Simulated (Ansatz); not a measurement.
**AgC (built on the sites of a database entry of LiC): phonons and vibrational spectra**

Wanted: vibrations and spectra of AgC (built on the sites of a database entry of LiC); the cell is already relaxed. After the zone centre comes a 2×2×2 q mesh on a 8×8×8 k mesh.

Calculated with Ansatz 0.2.0; DFT PBEsol, scalar-relativistic, plane waves, PAW.

The structure was built from a prototype and need not be the compound's stable phase.

## 1. The structure

The structure is orthorhombic, space group Immm (No. 71). The conventional cell has a = 3.538 Å, b = 4.862 Å, c = 6.273 Å, α = 90.00°, β = 90.00°, γ = 90.00°. Ag has 6 C at 2.26 to 2.58 Å nearest. C has 1 C at 1.28 Å and 6 Ag at 2.26 to 2.58 Å nearest. Farther neighbours are not listed.

## 2. Modes at Γ

The cell comes from relaxations at this level that are not shown. The zone centre comes first: it holds the modes that light can see, as far as symmetry allows. The response to a homogeneous field gives the Born charges and the dielectric tensor, and its change with displacement the Raman tensors.

Contents of input.yaml:

```yaml
crystal:
  lattice:
    - [-1.7688297355, 2.4311252539, 3.1367103838]
    - [1.7688297355, -2.4311252539, 3.1367103838]
    - [1.7688297355, 2.4311252539, -3.1367103838]
  atoms:
    - { symbol: Ag, position: [0.7188214507, 0.2188214507, 0.5] }
    - { symbol: Ag, position: [0.2811785493, 0.7811785493, 0.5] }
    - { symbol: C, position: [0.1319706291, 0.0, 0.1319706291] }
    - { symbol: C, position: [0.8680293709, 0.0, 0.8680293709] }
kpoints:
  mp_grid: { grid: [8, 8, 8] }
hamiltonian:
  xc: pbesol
scf:
  occupations: { method: fixed }
output:
  eigenvalues: true
phonons:
  method: dfpt
  dielectric: true
  rigid_motions: translations
  raman: true
```

Command:

```console
$ ansatz run input.yaml --threads 8 --pin off --max-ram 14336MiB --backend cpu --events-out ev --progress --plain --runs-dir out
```

Numbers of over 12 decimals in the logs are rounded to 6 here.

The program printed:

```text
Engine: ansatz 0.2.0, x86_64-unknown-linux-gnu
Pseudopotentials: kind: paw
Pseudopotential: Ag, paw, valence charge 19, recommended cutoff 420 eV (normal), Ag.paw.azcp
Pseudopotential: C, paw, valence charge 4, recommended cutoff 420 eV (normal), C.paw.azcp
Functional definition: PBEsol
  exchange = pbesol_x
  correlation = pbesol_c
Crystal: 4 atoms, lattice volume = 53.955 Å³
Basis set: ecut = 420 eV, 1047 PW (Γ), exchange–correlation on 60×60×60 points (8 copies of the dense FFT grid, shifted against one another)
Bands: 28, of which v1, the nominal top of the filled ones, is band 23 counted from 1 (22 counted from 0)
Symmetry: 8 space group operations
k-points: 260 of 512 (irreducible under 1 space group operation, time reversal used)
Non-local potential: Ag, projectors of the file, l = 0: 3, l = 1: 2, l = 2: 2, l = 3: 1
Non-local potential: C, projectors of the file, l = 0: 2, l = 1: 2, l = 2: 1
PAW form: soft (Blöchl's): semilocal exchange-correlation on the pseudo side does not see the compensation charge
PAW frozen core: Ag, regenerated for the run's functional, and the local potential with it (the file was generated under x = pbe(κ = 0.804, μ = 0.219515), c = pbe(β = 0.066725))
PAW frozen core: C, regenerated for the run's functional, and the local potential with it (the file was generated under x = pbe(κ = 0.804, μ = 0.219515), c = pbe(β = 0.066725))
PAW one-centre angular grid: Ag, 590 points (default); XC on 64 Gauss nodes
PAW one-centre angular grid: C, 110 points (default); XC on 64 Gauss nodes
Initial density: superposition of atomic densities (neutral atoms: chi_scale 0, normalization atom), corrected by the library's trained network
Initial wavefunctions: pseudopotential atomic-orbital guess
Functional: x = pbesol(κ = 0.804, μ = 0.123457), c = pbesol(β = 0.046)
SCF iter   1: F=—  HF=-15533.924823 eV  |F-HF|=—  |Δ(HF+E_count)|=         —  Δρ=1.33e-2  dr2=1.01e-1  ethr=1.77e-3  ⟨swp⟩=4.0  Hψ=22177  notcnv=0  defer=615
preconditioner: auto → none  [insulator: Δε(μ)=0.639 eV  Ē_g=9.656 eV  n_scr=16 (ndim 8)  ℏωp=27.7 eV  f_vac=0.029  ε∞_Penn≈9.2]
SCF iter   2: F=—  HF=-15533.896043 eV  |F-HF|=—  |Δ(HF+E_count)|=   2.88e-2  Δρ=3.60e-3  dr2=3.70e-3  ethr=2.20e-4  ⟨swp⟩=2.0  Hψ=13629  notcnv=0  defer=769
SCF iter   3: F=—  HF=-15533.895119 eV  |F-HF|=—  |Δ(HF+E_count)|=   9.24e-4  Δρ=1.34e-3  dr2=4.25e-4  ethr=8.05e-6  ⟨swp⟩=2.0  Hψ=11835  notcnv=0  defer=780
SCF iter   4: F=—  HF=-15533.895299 eV  |F-HF|=—  |Δ(HF+E_count)|=   1.80e-4  Δρ=7.46e-4  dr2=3.02e-4  ethr=9.23e-7  ⟨swp⟩=2.0  Hψ=11425  notcnv=0  defer=780
SCF iter   5: F=—  HF=-15533.895239 eV  |F-HF|=—  |Δ(HF+E_count)|=   5.99e-5  Δρ=1.25e-4  dr2=3.09e-6  ethr=6.57e-7  ⟨swp⟩=2.0  Hψ=10635  notcnv=0  defer=346
SCF iter   6: F=—  HF=-15533.895243 eV  |F-HF|=—  |Δ(HF+E_count)|=   3.57e-6  Δρ=2.96e-5  dr2=1.96e-7  ethr=6.71e-9  ⟨swp⟩=2.0  Hψ=10701  notcnv=0  defer=260
SCF iter   7: F=—  HF=-15533.895243 eV  |F-HF|=—  |Δ(HF+E_count)|=   2.06e-7  Δρ=7.37e-6  dr2=9.26e-9  ethr=4.25e-10  ⟨swp⟩=2.0  Hψ=10727  notcnv=0  defer=260
SCF iter   8: F=—  HF=-15533.895243 eV  |F-HF|=—  |Δ(HF+E_count)|=   8.61e-9  Δρ=8.36e-7  dr2=1.53e-10  ethr=2.01e-11  ⟨swp⟩=2.0  Hψ=10533  notcnv=0  defer=260
SCF iter   9: F=-15533.895243 eV  HF=-15533.895243 eV  |F-HF|=5.46e-12  |Δ(HF+E_count)|=  2.73e-11  Δρ=1.68e-7  dr2=5.88e-12  ethr=1.00e-12  ⟨swp⟩=11.0  Hψ=39578  notcnv=0
SCF 1 converged in 9 iterations: F = -15533.895243 eV  dr2 = 5.88e-12
  greatest PAW one-centre occupation: 1.001 electrons in one spin orbital (limit 2), on the Ag atom at site 1 (counted from 0), in its partial waves of l = 0
NSCF: frozen V_eff on 4 k-points
DFPT response loops at Γ: preconditioner auto → Resta (q_TF=auto, 2.657 Å⁻¹)  ε∞=9.1 (no band partly filled); β = 1.00, the filter's whole step (`scf.mixing.beta` (0.50) is not read by the response loops at its default; to damp them type it under 1.00, their step now; it binds the ground state too); Broyden in place of MSR1
── the response to a field inside a basis, on 10×12×12 k-points: an SCF that follows is theirs, and a resumed run solves both again ──
Bands: 24, of which v1, the nominal top of the filled ones, is band 23 counted from 1 (22 counted from 0)
k-points: 720
Initial density: handed on by an earlier stage of this run
Initial wavefunctions: pseudopotential atomic-orbital guess (no wavefunctions were taken with the density)
Eigensolver: Dense (720 Hₖ)
SCF iter   1: F=—  HF=-15533.884763 eV  |F-HF|=—  |Δ(HF+E_count)|=         —  Δρ=3.25e-4  dr2=8.65e-6  ethr=1.00e-1
preconditioner: auto → none  [insulator: Δε(μ)=0.723 eV  Ē_g=7.368 eV  n_scr=16 (ndim 8)  ℏωp=27.7 eV  f_vac=0.025  ε∞_Penn≈15.1]
SCF iter   2: F=—  HF=-15533.884769 eV  |F-HF|=—  |Δ(HF+E_count)|=   5.97e-6  Δρ=1.60e-4  dr2=3.35e-6  ethr=1.88e-8
SCF iter   3: F=—  HF=-15533.884771 eV  |F-HF|=—  |Δ(HF+E_count)|=   2.12e-6  Δρ=7.64e-5  dr2=1.44e-6  ethr=7.28e-9
SCF iter   4: F=—  HF=-15533.884771 eV  |F-HF|=—  |Δ(HF+E_count)|=   1.13e-7  Δρ=8.49e-6  dr2=1.35e-8  ethr=3.13e-9
SCF iter   5: F=—  HF=-15533.884771 eV  |F-HF|=—  |Δ(HF+E_count)|=   6.70e-9  Δρ=2.23e-6  dr2=2.08e-9  ethr=2.94e-11
SCF iter   6: F=-15533.884771 eV  HF=-15533.884771 eV  |F-HF|=3.64e-12  |Δ(HF+E_count)|=  5.00e-10  Δρ=1.91e-7  dr2=1.10e-11  ethr=4.51e-12
SCF 1 converged in 6 iterations: F = -15533.884771 eV  dr2 = 1.10e-11
DFPT response loops at Γ: mixed as the last ones told, above
DFPT response loops at Γ: mixed as the last ones told, above
WARN: field response: ε∞ stands inside a basis, on 10×12×12 points; the force constants stand on the 8×8×8 k-mesh, whose period is 9.62 times the interband length at k = (0.0000, 0.0000, 0.0000), direct gap 0.730 eV, under 14: take them and everything formed from them as unconverged, and compare with a denser kpoints.mp_grid
SCF converged after 9 iterations
Free energy (F): -15533.895243 eV
Harris-Foulkes:  -15533.895243 eV  (|F-HF|=5.46e-12)
Internal energy: -15533.895243 eV  (E = F + TS)
E sigma→0 (E₀):  -15533.895243 eV
Fermi energy:    12.160150 eV
--- Per-component energies (eV) ---
  E_band       = -588.438480
  E_kinetic    = 1225.076142
  E_local      = -5449.124490  (includes V_loc(G=0)·N_el)
  E_nonlocal   = 223.283111
  E_hartree    = 2415.391942
  E_xc         = -459.077734
  E_vxc        = -582.485733  (∫ρ·V_xc dr)
  E_paw        = -7860.115456  (= ΣΔE_a)
  E_vpaw       = -835.972036  (= ΣTr[D̂ρ^β])
  E_aug_tail   = 0.000615  (compensation charges beyond the density's cutoff)
  E_ewald      = -5630.017052
  E_core_change = 0.687679  (= ΣΔE_core)
  E_smearing   = -0.000000  (= −TS)
  E_closure    = 0.000000  (closes the sum)
  Σ components = -15533.895243   (vs F -15533.895243, Δ=0.00e0)
--- Band table (eV; the first three rows and the last of 260) ---
  k-point 0: bands = [... 19 lower, 9.8513, 11.7773, 12.0923, 12.1548, 12.8851, 16.1206, 17.8563, 19.7673, ... 1 higher]
  k-point 1: bands = [... 19 lower, 9.7506, 11.4097, 11.6681, 12.1073, 13.6249, 16.2980, 17.4432, 19.7203, ... 1 higher]
  k-point 2: bands = [... 19 lower, 9.8321, 10.7171, 11.1830, 11.9966, 14.5428, 16.0297, 17.1937, 18.7401, ... 1 higher]
  k-point 259: bands = [... 19 lower, 9.1404, 9.7588, 9.8947, 10.2145, 17.0365, 17.5721, 17.6162, 17.7719, ... 1 higher]
--- Phonons (Γ-DFPT): 6 representative perturbations + reference, on 260 of 512 k-points (Σ response iterations 20) ---
  k mesh reduced under 1 symmetry operation, with k and −k counted as one. Each operation leaves every solved perturbation unchanged. A smaller set is not considered because the run solves the response to a homogeneous field
  ASR residual: 1.249e-4 → 0.000e0 eV/Å²; symmetrization residual: 3.689e-6 eV/Å²
  ASR residual per site (eV/Å²): 3.08e-5 3.08e-5 1.25e-4 1.25e-4
  Γ frequencies (cm⁻¹): -95.81 0.00 0.00 0.00 57.43 110.06 149.40 155.19 258.24 284.38 289.94 1732.21
  ε∞ (high-frequency dielectric tensor):
        6.243036    -0.000000     0.000000
       -0.000000     9.656224    -0.000000
        0.000000    -0.000000    10.255636
  softest optical mode at Γ: -95.81 cm⁻¹; the repairs (sum rule, projections) moved no ω² at Γ by more than (1.96 cm⁻¹)²
  Born effective charges Z* (e; rows j = field, columns β = displacement):
    site 0:
         0.70596    0.00000   -0.00000
         0.00000    0.52275   -0.00000
        -0.00000   -0.00000    0.97140
    site 1:
         0.70596   -0.00000    0.00000
         0.00000    0.52275   -0.00000
         0.00000    0.00000    0.97140
    site 2:
        -0.70596    0.00000    0.00000
        -0.00000   -0.52275    0.00000
         0.00000    0.00000   -0.97140
    site 3:
        -0.70596   -0.00000   -0.00000
        -0.00000   -0.52275    0.00000
        -0.00000    0.00000   -0.97140
  Z* charge neutrality: 2.640e-3 e pre-enforcement
  solved inside a basis spanned on kpoints, on 10×12×12 k-points transformed towards the longest dipole: ε∞ is read to err by 3.3e-2, Z* by 2.1e-2 e (field_mesh: kpoints solves on kpoints); Z* is corrected for what the basis lacks
  Raman tensors (in the event stream and the table raman_tensors.tsv): an entry may err by 1.6e-1 Å², one of the second-order susceptibility by 1.4e-18 pm/V (basis, points and sum rule); their sum over the sites missed zero by 1.421e-14 Å² ahead of its enforcement
  optical modes at Γ without the LO–TO term, one row a degenerate level:
      ω (cm⁻¹)  modes    IR ((D/Å)²/amu)  static Raman (Å⁴/amu)  depolarisation
        -95.81      1             2.1277                 0.0000               —
         57.43      1             0.0000               113.3643           0.750
        110.06      1             0.0000                90.4781           0.750
        149.40      1             0.0000                86.7966           0.749
        155.19      1             0.0000               114.3018           0.750
        258.24      1             4.0287                 0.0000               —
        284.38      1             1.1667                 0.0000               —
        289.94      1             0.0000               111.6090           0.750
       1732.21      1             0.0000             54027.6415           0.061
  optical modes at Γ + LO–TO along q̂ = [1.0000, 0.0000, 0.0000]:
      ω (cm⁻¹)  modes    IR ((D/Å)²/amu)  static Raman (Å⁴/amu)  depolarisation
         57.43      1             0.0000               113.3643           0.750
         65.52      1             2.1277                 0.0000               —
        110.06      1             0.0000                90.4781           0.750
        149.40      1             0.0000                86.7966           0.749
        155.19      1             0.0000               114.3018           0.750
        258.24      1             4.0287                 0.0000               —
        284.38      1             1.1667                 0.0000               —
        289.94      1             0.0000               111.6090           0.750
       1732.21      1             0.0000             54027.6415           0.061
  optical modes at Γ + LO–TO along q̂ = [0.0000, 1.0000, 0.0000]:
      ω (cm⁻¹)  modes    IR ((D/Å)²/amu)  static Raman (Å⁴/amu)  depolarisation
        -95.81      1             2.1277                 0.0000               —
         57.43      1             0.0000               113.3643           0.750
        110.06      1             0.0000                90.4781           0.750
        149.40      1             0.0000                86.7966           0.749
        155.19      1             0.0000               114.3018           0.750
        258.24      1             4.0287                 0.0000               —
        289.94      1             0.0000               111.6090           0.750
        292.66      1             1.1667                 0.0000               —
       1732.21      1             0.0000             54027.6415           0.061
  optical modes at Γ + LO–TO along q̂ = [0.0000, 0.0000, 1.0000]:
      ω (cm⁻¹)  modes    IR ((D/Å)²/amu)  static Raman (Å⁴/amu)  depolarisation
        -95.81      1             2.1277                 0.0000               —
         57.43      1             0.0000               113.3643           0.750
        110.06      1             0.0000                90.4781           0.750
        149.40      1             0.0000                86.7966           0.749
        155.19      1             0.0000               114.3018           0.750
        284.38      1             1.1667                 0.0000               —
        286.73      1             4.0287                 0.0000               —
        289.94      1             0.0000               111.6090           0.750
       1732.21      1             0.0000             54027.6415           0.061
```

Elapsed: 11 min, on 8 threads of Intel Xeon Platinum 8259CL at 2.50GHz (Skylake/Cascade Lake), shared host; peak memory 6 GiB.

Numbers from this step:

```yaml
gap_on_the_k_mesh: 0.7250 eV
volume_per_atom: 13.49 Å³
sum_rule_residual_before_enforcement: 1.25e-4 eV/Å²
miss_of_the_charge_sum_rule: 0.002640 e
estimated_error_of_the_dielectric_tensor: 0.03288
estimated_error_of_the_born_charges: 0.02094 e
point_group: mmm
highest_optical_mode_at_the_zone_centre_no_lo_to_term: 1732 cm⁻¹
lowest_optical_zone_centre_mode: -95.81 cm⁻¹
mean_high_frequency_dielectric_constant: 8.718
largest_born_charge_third_of_the_trace: 0.7334 e
top_of_the_zone_centre_spectrum_with_the_field: 1732 cm⁻¹
```

Without the LO-TO term. Patterns of degenerate modes are one choice out of their space. The modes at Γ (shares of kinetic energy by element, %) (negative means imaginary):

```
mode  frequency (cm⁻¹)  symmetry  Ag %  C %
   1             -95.8       B3u    10   90
   2               0.0  acoustic    90   10
   3               0.0  acoustic    90   10
   4               0.0  acoustic    90   10
   5              57.4       B2g   100    0
   6             110.1       B3g    96    4
   7             149.4        Ag   100    0
   8             155.2       B1g     0  100
   9             258.2       B1u    10   90
  10             284.4       B2u    10   90
  11             289.9       B3g     4   96
  12            1732.2        Ag     0  100
```

Displacements in mode 1 (-95.8 cm⁻¹), the largest set to 1:
```
Ag1 -0.11  0.00  0.00
Ag2 -0.11  0.00  0.00
C3   1.00  0.00  0.00
C4   1.00  0.00  0.00
```

Displacements in mode 10 (284.4 cm⁻¹), the largest set to 1:
```
Ag1  0.00 -0.11  0.00
Ag2  0.00 -0.11  0.00
C3   0.00  1.00  0.00
C4   0.00  1.00  0.00
```

Optical modes at the zone centre, without and with the macroscopic field of the longitudinal modes; each column is sorted by frequency, so a row need not hold one and the same mode. Modes with and without the field, by row:

```csv
rank among optical modes,no field (cm⁻¹),"q along (1, 0, 0) (cm⁻¹)","q along (0, 1, 0) (cm⁻¹)","q along (0, 0, 1) (cm⁻¹)"
1,-95.8,57.4,-95.8,-95.8
2,57.4,65.5,57.4,57.4
3,110.1,110.1,110.1,110.1
4,149.4,149.4,149.4,149.4
5,155.2,155.2,155.2,155.2
6,258.2,258.2,258.2,284.4
7,284.4,284.4,289.9,286.7
8,289.9,289.9,292.7,289.9
9,1732,1732,1732,1732
```

Born charge (rows field, columns displacement) (e), principal values of the symmetric part by kind of site:

```csv
atom,atoms with these values,low,middle,high,mean
Ag1,2,0.5228,0.7060,0.9714,0.7334
C3,2,-0.9714,-0.7060,-0.5228,-0.7334
```

In full for C3:

```
-0.7060  0.0000  0.0000
 0.0000 -0.5228  0.0000
 0.0000  0.0000 -0.9714
```

High-frequency dielectric tensor:

```
 6.24  0.00  0.00
 0.00  9.66  0.00
 0.00  0.00 10.26
```

Transverse modes; imaginary modes are left out. Infrared lines, with heights relative to the strongest:

| position (cm⁻¹) | label | relative intensity |
| --- | --- | --- |
| 57 | B2g | 0.0 |
| 110 | B3g | 0.0 |
| 149 | Ag | 0.0 |
| 155 | B1g | 0.0 |
| 258 | B1u | 100 |
| 284 | B2u | 29 |
| 290 | B3g | 0.0 |
| 1732 | Ag | 0.0 |

Activity x (w_L - w)^4 (n + 1)/w, 532 nm, 300 K; imaginary modes are left out; the tensors are static ones, while 532 nm light lies above the computed direct gap, where resonance would change the heights; modes without the macroscopic field alone. Lines of the Raman spectrum (strongest = 100):

```
position (cm⁻¹)  label  relative intensity
             57    B2g                  38
            110    B3g                 9.2
            149     Ag                 5.2
            155    B1g                 6.4
            258    B1u                 0.0
            284    B2u                 0.0
            290    B3g                 2.3
           1732     Ag                 100
```

Before it was imposed, the acoustic sum rule was missed by 1.2e-4 eV/Å² and the charge sum rule by 0.0026 e. Small misses are needed for a sound result but don't prove that mesh and cutoff are converged. The lowest optical mode is imaginary, 95.8i cm⁻¹, so the energy falls along it.

The log warns of the k mesh: “the force constants stand on the 8×8×8 k-mesh, whose period is 9.62 times the interband length at k = (0.0000, 0.0000, 0.0000), direct gap 0.730 eV, under 14: take them and everything formed from them as unconverged”.

[end of part 1 of 2]

[Logs are printed without paths, hosts, clocks, repeated set-up lines and the standing remarks that a program may print on its own settings, such as how far it seeks lower states.]

[Hosts, paths, dates, database ids (printed as entryN), source tags and the programs' standing remarks are cut or masked in the printed files.]
